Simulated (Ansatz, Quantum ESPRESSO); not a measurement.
## InSb (zinc blende): bulk modulus from a few volumes

How stiff is zinc blende InSb under hydrostatic load? Each row relaxes cell and atoms at a set pressure. The phase is followed to these pressures whether or not it stays the stable one.

Calculated with Ansatz 0.2.0, PBEsol, PAW files of the set soft_1, cutoff 600 eV, Fermi–Dirac smearing 0.02 eV, k-mesh 7×7×7, no spin polarisation, no spin-orbit coupling.

Reference cell, relaxed at zero pressure with PBEsol (F-43m): a = 4.6116 Å, b = 4.6116 Å, c = 4.6116 Å, α = 60.00°, β = 60.00°, γ = 60.00°.

```
atom       x       y       z
  Sb  0.7500  0.7500  0.7500
  In  0.0000  0.0000  0.0000
```

```
V (Å³/atom)    V/V0  P (GPa)  E − E0 (meV/atom)
    35.5468  1.0252   −1.019                2.9
    33.2309  0.9584    1.996                8.5
    32.0463  0.9242    3.995               30.5
    31.0758  0.8962    5.997               60.6
    30.2534  0.8725    7.992               96.4
```

V0 = 34.6733 Å³ an atom, where the residual pressure P0 is −0.018 GPa. **Question.** Fit the Birch–Murnaghan law and give the pressure and the energy at V = 33.9012 Å³ an atom, a row left out above.

With the Eulerian strain f = ½[(V0/V)^(2/3) − 1] and F = (P − P0)/[3f(1 + 2f)^(5/2)], the third-order law is the line F = B0 + (3/2) B0 (B′ − 4) f.

| f | F (GPa) |
| --- | --- |
| 0.04758 | 44.70 |
| 0.03788 | 44.10 |
| 0.02696 | 43.50 |
| 0.01437 | 43.54 |
| −0.00822 | 42.28 |

A straight line through the 5 rows: the means are 0.02371 for f and 43.624 for F, Σ(Δx)² = 0.001888 and ΣΔxΔy = 0.07572, so the slope is 0.07572/0.001888 = 40.111 and the intercept 43.624 − (40.111)(0.02371) = 42.673.

Hence B0 = 42.7 GPa and B′ = 4 + (40.1)/(1.5 × 42.7) = 4.63. For the withheld volume f = 0.00756, F = 42.98 GPa and P = 0.99 GPa. The run itself gives 1.00 GPa, so the estimate misses by 0.01 GPa, a rounding's worth.

Integrating the same law gives E − E0 = (9/2) B0 V0 f²[1 + (B′ − 4) f] + P0(V0 − V), with 1 GPa Å³ = 6.2415 meV: 2.3 meV an atom. The run itself gives 2.3 meV, so the estimate misses by 0.0 meV, a rounding's worth.

The same fit over all rows at other levels or in other programs gives B0 = 43 GPa with PBEsol (Quantum ESPRESSO, GBRV).

[Logs are printed without paths, hosts, clocks, repeated set-up lines and the standing remarks that a program may print on its own settings, such as how far it seeks lower states.]
